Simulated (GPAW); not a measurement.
# Geometry or basis: what sets the conductance of a Sn chain with two Ti atoms in line, part 3 of 3

How well does a Sn chain with two Ti atoms in line conduct once its atoms have relaxed, and how much do cheaper levels lose?

GPAW 26.7.0; GPAW LCAO, PAW setups; relaxation of the junction within the symmetry of its start, lead ends held (the session's first sound run).

So far, transmission at the Fermi level (one spin): step 3 (double-zeta polarised basis, PBE, GPAW) 0.712; step 4 (basis szp(dzp), PBE, GPAW) 0.670; step 5 (basis sz(dzp), PBE, GPAW) 0.617; step 6 (revPBE) 0.700.

## 7. The structure as built: geometry = "as built"

Level of this step: GPAW LCAO, PAW setups; Landauer transmission from Green's functions with principal layers (ASE), zero bias (GPAW).

The dzp basis with PBE on the structure as first built shows what the relaxation was worth.

File run.py:

```python
import json
import numpy as np
from ase import Atoms
from ase.transport.calculators import TransportCalculator
from gpaw import GPAW, FermiDirac
from gpaw.lcao.tools import get_lcao_hamiltonian
from scipy.linalg import eigh

# The junction with lead layers at both ends, along the third cell vector
device = Atoms(
    ['Sn', 'Sn', 'Sn', 'Sn', 'Sn', 'Sn', 'Ti', 'Ti', 'Sn', 'Sn', 'Sn', 'Sn', 'Sn', 'Sn'],
    positions=[
        [4.50000, 4.50000, 1.37500],
        [4.50000, 4.50000, 4.12500],
        [4.50000, 4.50000, 6.87500],
        [4.50000, 4.50000, 9.62500],
        [4.50000, 4.50000, 12.37500],
        [4.50000, 4.50000, 15.12500],
        [4.50000, 4.50000, 17.61220],
        [4.50000, 4.50000, 19.91220],
        [4.50000, 4.50000, 22.39940],
        [4.50000, 4.50000, 25.14940],
        [4.50000, 4.50000, 27.89940],
        [4.50000, 4.50000, 30.64940],
        [4.50000, 4.50000, 33.39940],
        [4.50000, 4.50000, 36.14940]],
    cell=[[9.0, 0.0, 0.0], [0.0, 9.0, 0.0], [0.0, 0.0, 37.5244]],
    pbc=True)

# One principal layer of the lead: the first 3 atoms of the device
lead = Atoms(
    ['Sn', 'Sn', 'Sn'],
    positions=[
        [4.50000, 4.50000, 1.37500],
        [4.50000, 4.50000, 4.12500],
        [4.50000, 4.50000, 6.87500]],
    cell=[[9.0, 0.0, 0.0], [0.0, 9.0, 0.0], [0.0, 0.0, 8.25]],
    pbc=True)

settings = dict(mode='lcao', basis='dzp', xc='PBE', h=0.2,
                occupations=FermiDirac(0.1), maxiter=250,
                mixer=dict(beta=0.1, nmaxold=8, weight=100.0),
                convergence=dict(density=0.0001))
energies = np.arange(-2, 2 + 1e-9, 0.025)
eta = 0.0001
n1, n2 = 1, 1
# k and -k transmit alike, so half of the mesh across the current serves
mesh = [(i, j) for i in range(n1) for j in range(n2) if (i, j) <= (-i % n1, -j % n2)]
weights = np.array([1 if (i, j) == (-i % n1, -j % n2) else 2 for i, j in mesh]) / (n1 * n2)


def ground_state(atoms, size, txt):
    atoms.calc = GPAW(kpts={'size': size, 'gamma': True}, symmetry={'tolerance': 1e-3}, txt=txt, **settings)
    atoms.get_potential_energy()
    return atoms.calc.get_fermi_level()


def blocks(atoms, fermi, points, nz, cells):
    """H - E_F S and S between cell 0 and the cells above it, at each point across the current."""
    kz = np.arange(nz) / nz
    calc = atoms.calc.fixed_density(kpts=[(*k, z) for k in points for z in kz], symmetry='off', txt=None)
    H, S = get_lcao_hamiltonian(calc)
    H = (H - fermi * S).reshape(len(H), len(points), nz, *S.shape[1:])
    S = S.reshape(H.shape[1:])
    phases = [np.exp(-2j * np.pi * kz * R) / nz for R in cells]
    return [(np.einsum('skzij,z->ksij', H, p), np.einsum('kzij,z->kij', S, p)) for p in phases]


def pair(a, b):
    return np.block([[a, b], [b.T.conj(), a]])


def count_channels(h, s, cells, nk=240):
    """Half the number of times that the lead's bands cross each energy, unfolded to its shortest repeat."""
    b = len(h) // cells
    bands = []
    for k in (np.arange(nk + 1) + 0.5) / nk:
        hk, sk = h[:b, :b].copy(), s[:b, :b].copy()
        for R in range(1, cells):
            phase, block = np.exp(2j * np.pi * k * R), slice(R * b, (R + 1) * b)
            hk += h[:b, block] * phase + (h[:b, block] * phase).T.conj()
            sk += s[:b, block] * phase + (s[:b, block] * phase).T.conj()
        w, u = eigh(sk)
        x = u[:, w > 1e-5] / w[w > 1e-5]**0.5  # drop near-dependent combinations
        bands.append(np.r_[eigh(x.T.conj() @ hk @ x, eigvals_only=True), [1e9] * (w <= 1e-5).sum()])
    below = np.array(bands)[:, :, None] < energies
    return (below[1:] != below[:-1]).sum((0, 1)) / 2


fermi_lead = ground_state(lead, (1, 1, 14), 'lead.txt')
fermi_device = ground_state(device, (1, 1, 2), 'device.txt')
T, channels, eigen, tail, misfit, shifts = [], [], [], 0.0, 0.0, []
for first in range(0, len(mesh), 566):
    points = [(i / n1, j / n2) for i, j in mesh[first:first + 566]]
    (H0k, S0k), (H1k, S1k), (H2k, _) = blocks(lead, fermi_lead, points, 5, range(3))
    [(Hk, Sk)] = blocks(device, fermi_device, points, 2, [0])
    tail = max(tail, abs(H2k).max())
    for H0, S0, H1, S1, H, S in zip(H0k, S0k, H1k, S1k, Hk, Sk):
        n = len(S0)
        # Shift the lead onto the potential of the device's first layer
        shift = ((H[:, 0, 0] - H0[:, 0, 0]) / S0[0, 0]).real.mean()
        shifts.append(shift)
        misfit = max(misfit, abs(H[:, :n, :n] - H0 - shift * S0).max())
        Tk, Ck, Ek = [], [], []
        for s in range(len(H)):
            t = s % len(H0)  # a lead without moments serves both spins
            h1, s1 = pair(H0[t] + shift * S0, H1[t] + shift * S1), pair(S0, S1)
            leads = dict(h1=h1, s1=s1, energies=energies, eta=eta, eta1=eta, eta2=eta)
            calc = TransportCalculator(h=H[s], s=S, eigenchannels=3, **leads)
            Tk.append(calc.get_transmission())
            Ek.append(np.sort(calc.eigenchannels_ne, axis=0)[::-1])
            Ck.append(count_channels(h1, s1, 6))
        T.append(Tk)
        channels.append(Ck)
        eigen.append(Ek)
T, channels = np.array(T), np.array(channels)
mean, open_channels = np.einsum('kse,k->se', T, weights), np.einsum('kse,k->se', channels, weights)

print(f'basis functions: device {len(S)}, principal layer {n}')
print(f'Fermi level: lead {fermi_lead:.4f} eV, device {fermi_device:.4f} eV; lead shifted by {np.mean(shifts):.4f} eV')
print(f'largest coupling past the next layer {tail:.2e} eV, largest misfit of the first layer {misfit:.3f} eV')
print('  E-E_F (eV)   ' + 'T (one spin)  channels')
for e, t, c in zip(energies, mean.T, open_channels.T):
    print(f'{e:10.3f}  ', *[f'{x:11.4e}' for x in t], *[f'{x:9.4f}' for x in c])

kT = 8.617333e-5 * 300
fine = np.linspace(energies[0], energies[-1], 4001)
both = np.exp(np.interp(fine, energies, np.log(np.maximum(mean.sum(0) * 2 / len(mean), 1e-30))))
fermi = lambda mu: 1 / (1 + np.exp(np.clip((fine - mu) / kT, -200, 200)))
slope = fermi(0) * (1 - fermi(0)) / kT
G = np.trapezoid(both * slope, fine) / 2
seebeck = -np.trapezoid(both * slope * fine, fine) / (2 * G * 300) * 1e6
print(f'conductance at 300 K: {G:.5g} G0 a cell; thermopower {seebeck:.4g} uV/K')
bias = [0.1, 0.2, 0.5, 1.0, 1.5, 2.0]
current = [38.74 * np.trapezoid(both * (fermi(V / 2) - fermi(-V / 2)), fine) for V in bias]
for V, I in zip(bias, current):
    print(f'current from the zero-bias T(E) at {V} V: {I:.5g} uA')
zero = abs(energies).argmin()
json.dump(dict(energies=energies.tolist(), T=mean.tolist(), channels=open_channels.tolist(), G=G, seebeck=seebeck,
               bias=bias, current=current, tail=tail, misfit=misfit, shift=np.mean(shifts), n_device=len(S), n_lead=n,
               fermi=[fermi_lead, fermi_device], energy=device.get_potential_energy(),
               moments=device.get_magnetic_moments().tolist(), mesh=mesh, weights=weights.tolist(),
               T_k=T[:, :, zero].tolist(), eigen=np.array(eigen[0]).tolist()), open('result.json', 'w'))
```

Started as:

```bash
> OMP_NUM_THREADS=1 OPENBLAS_NUM_THREADS=1 python run.py
```

Output:

```text
basis functions: device 334, principal layer 69
Fermi level: lead -2.9469 eV, device -2.8734 eV; lead shifted by -0.0058 eV
largest coupling past the next layer 3.84e-07 eV, largest misfit of the first layer 0.017 eV
  E-E_F (eV)   T (one spin)  [channel counts left out]
    -2.000    2.7073e-01
    -1.975    2.7326e-01
    -1.950    2.7602e-01
[...]
1.975    6.7195e-01
     2.000    6.6673e-01
conductance at 300 K: 2.5352 G0 a cell; thermopower -2.591 uV/K
current from the zero-bias T(E) at 0.1 V: 19.605 uA
current from the zero-bias T(E) at 0.2 V: 38.981 uA
current from the zero-bias T(E) at 0.5 V: 93.931 uA
current from the zero-bias T(E) at 1.0 V: 189.45 uA
current from the zero-bias T(E) at 1.5 V: 274.23 uA
current from the zero-bias T(E) at 2.0 V: 320.56 uA
```

Elapsed: 94 s, on 1 thread of Arm Neoverse V1, shared host; peak memory 1.2 GiB.

This step gave:

- conductance: 2.535 G₀
- thermopower: -2.591 μV/K
- largest coupling past the next principal layer: 3.84e-7 eV
- largest misfit of the first principal layer: 0.01683 eV
- shift that aligns the lead: -0.005850 eV
- transmission at the Fermi level (one spin): 2.548

One spin. The transmission, zone mean by energy, zero at the Fermi level:

| energy (eV) | transmission, zone mean |
| --- | --- |
| -2.000 | 0.271 |
| -1.900 | 0.282 |
| -1.800 | 0.297 |
| -1.700 | 0.315 |
| -1.600 | 0.337 |
| -1.500 | 0.362 |
| -1.400 | 0.391 |
| -1.300 | 0.423 |
| -1.200 | 0.460 |
| -1.100 | 0.502 |
| -1.000 | 0.550 |
| -0.900 | 0.604 |
| -0.800 | 1.22 |
| -0.700 | 2.38 |
| -0.600 | 2.70 |
| -0.500 | 2.86 |
| -0.400 | 2.95 |
| -0.300 | 2.35 |
| -0.200 | 2.07 |
| -0.100 | 2.40 |
| 0.000 | 2.55 |
| 0.075 | 2.58 |
| 0.100 | 2.58 |
| 0.200 | 2.52 |
| 0.300 | 2.39 |
| 0.400 | 2.22 |
| 0.500 | 2.04 |
| 0.600 | 1.87 |
| 0.700 | 1.72 |
| 0.800 | 1.58 |
| 0.900 | 1.47 |
| 1.000 | 1.36 |
| 1.100 | 1.27 |
| 1.200 | 1.18 |
| 1.300 | 1.11 |
| 1.400 | 1.06 |
| 1.500 | 1.05 |
| 1.600 | 0.974 |
| 1.700 | 0.661 |
| 1.800 | 0.700 |
| 1.900 | 0.687 |
| 2.000 | 0.667 |

The conductance, 2.54 G₀, lies 257 % above that of the dzp run.

## 8. The ladder

Times are for 1 thread of Arm Neoverse V1, shared host. Results by setting:

| no. | run | conductance (G₀) | time | memory (GiB) |
| --- | --- | --- | --- | --- |
| 1 | dzp | 0.7099 | 1.8 min | 1.2 |
| 2 | szp | 0.6686 | 77 s | 1.2 |
| 3 | sz | 0.6154 | 53 s | 1.1 |
| 4 | dzp revPBE | 0.6984 | 98 s | 1.2 |
| 5 | asbuilt | 2.535 | 94 s | 1.2 |

## 9. Comparison

The curves are compared point by point over the common energies.

This step: comparison of transmission and cost over codes, levels and geometry (GPAW 26.7.0).

Ladder, by row:

| step | code | T at the Fermi level (sum over the listed spins) | conductance (G0) | r.m.s. T(E) from the first | wall time (s) | peak memory (GiB) | threads |
| --- | --- | --- | --- | --- | --- | --- | --- |
| dzp | GPAW | 0.7118 | 0.7099 | 0 | 106.8 | 1.25 | 1 |
| szp | GPAW | 0.6703 | 0.6686 | 0.04319 | 76.65 | 1.22 | 1 |
| sz | GPAW | 0.6167 | 0.6154 | 0.1437 | 53.21 | 1.15 | 1 |
| dzp-revPBE | GPAW | 0.7002 | 0.6984 | 0.06237 | 98.3 | 1.25 | 1 |
| asbuilt | GPAW | 2.548 | 2.535 | 1.102 | 94.01 | 1.25 | 1 |

The transmission, zone mean, sum over the listed spins by energy, zero at the Fermi level:

| energy (eV) | dzp | szp | sz | dzp-revPBE | asbuilt |
| --- | --- | --- | --- | --- | --- |
| -2.000 | 0.135 | 0.162 | 0.144 | 0.131 | 0.271 |
| -1.800 | 0.142 | 0.165 | 0.155 | 0.138 | 0.297 |
| -1.600 | 0.154 | 0.177 | 0.174 | 0.150 | 0.337 |
| -1.400 | 0.174 | 0.198 | 0.208 | 0.169 | 0.391 |
| -1.200 | 0.206 | 0.237 | 0.284 | 0.198 | 0.460 |
| -1.000 | 0.286 | 0.350 | 0.765 | 0.264 | 0.550 |
| -0.975 | 0.309 | 0.386 | 0.958 | 0.280 | 0.563 |
| -0.875 | 0.643 | 0.901 | 0.00442 | 0.475 | 0.619 |
| -0.850 | 0.970 | 0.855 | 0.0497 | 0.673 | 0.634 |
| -0.825 | 0.310 | 0.157 | 0.341 | 0.986 | 0.650 |
| -0.800 | 0.00453 | 0.00174 | 0.391 | 0.137 | 1.22 |
| -0.600 | 0.648 | 0.600 | 0.633 | 0.626 | 2.70 |
| -0.400 | 0.691 | 0.647 | 0.613 | 0.670 | 2.95 |
| -0.200 | 0.716 | 0.676 | 0.631 | 0.704 | 2.07 |
| -0.125 | 0.730 | 0.685 | 0.636 | 0.715 | 2.34 |
| 0.000 | 0.712 | 0.670 | 0.617 | 0.700 | 2.55 |
| 0.200 | 0.648 | 0.617 | 0.564 | 0.645 | 2.52 |
| 0.400 | 0.646 | 0.623 | 0.573 | 0.649 | 2.22 |
| 0.600 | 0.704 | 0.687 | 0.638 | 0.711 | 1.87 |
| 0.800 | 0.787 | 0.775 | 0.729 | 0.798 | 1.58 |
| 1.000 | 0.872 | 0.864 | 0.826 | 0.884 | 1.36 |
| 1.200 | 0.940 | 0.936 | 0.912 | 0.952 | 1.18 |
| 1.400 | 0.982 | 0.982 | 0.979 | 0.989 | 1.06 |
| 1.600 | 1.00 | 1.00 | 1.03 | 1.000 | 0.974 |
| 1.800 | 1.01 | 1.02 | 1.08 | 0.998 | 0.700 |
| 2.000 | 1.02 | 1.04 | 1.13 | 1.00 | 0.667 |

## 10. Summary of results

* conductance: 0.710 G₀
* transmission at the Fermi level, mean of the spins: 0.712
* thermopower: 2.75 μV/K
* open channels of the lead there: 3

**Reading.** In the dzp basis the junction conducts 0.710 G₀ at 300 K, with T = 0.712 a spin at the Fermi level; the szp basis reaches that conductance within 10 %. Relaxation moved atoms by up to 0.18 Å and took the conductance from 2.54 to 0.710 G₀, as a ratio a larger change than the step from dzp to the minimal basis. The scatterer reflects about 76 % of the incoming channels at the Fermi level. At the Fermi level the three most open eigenchannels pass 0.37, 0.17 and 0.17. Measured against the first run (dzp), the nearest curve is that of szp (r.m.s. 0.043) and the farthest that of asbuilt (1.1). Over the compared runs wall time goes from 53 s (sz) to 107 s (dzp), on a shared host. The leads kept an estimated spacing and the cell its length, so the junction may be under some tension or compression. The geometry comes from the orbital basis, which tends to overbind, and kept the symmetry of the start, so a structure of lower symmetry may lie lower. The run had no spin polarisation, so a magnetic state, which chains and small molecules with open shells often have, wasn't tested. Spin-orbit coupling is left out, which matters for the heavy atoms here. An evenly spaced straight chain is an idealisation: free chains tend to dimerise, zigzag or, where a band edge lies near the Fermi level, turn magnetic. The currents use the zero-bias T(E) throughout, which holds only while the bias is small against the distance to the nearest feature.

[Logs are printed without paths, hosts, clocks, repeated set-up lines and the standing remarks that a program may print on its own settings, such as how far it seeks lower states.]

[Hosts, paths, dates, database ids (printed as entryN), source tags and the programs' standing remarks are cut or masked in the printed files.]
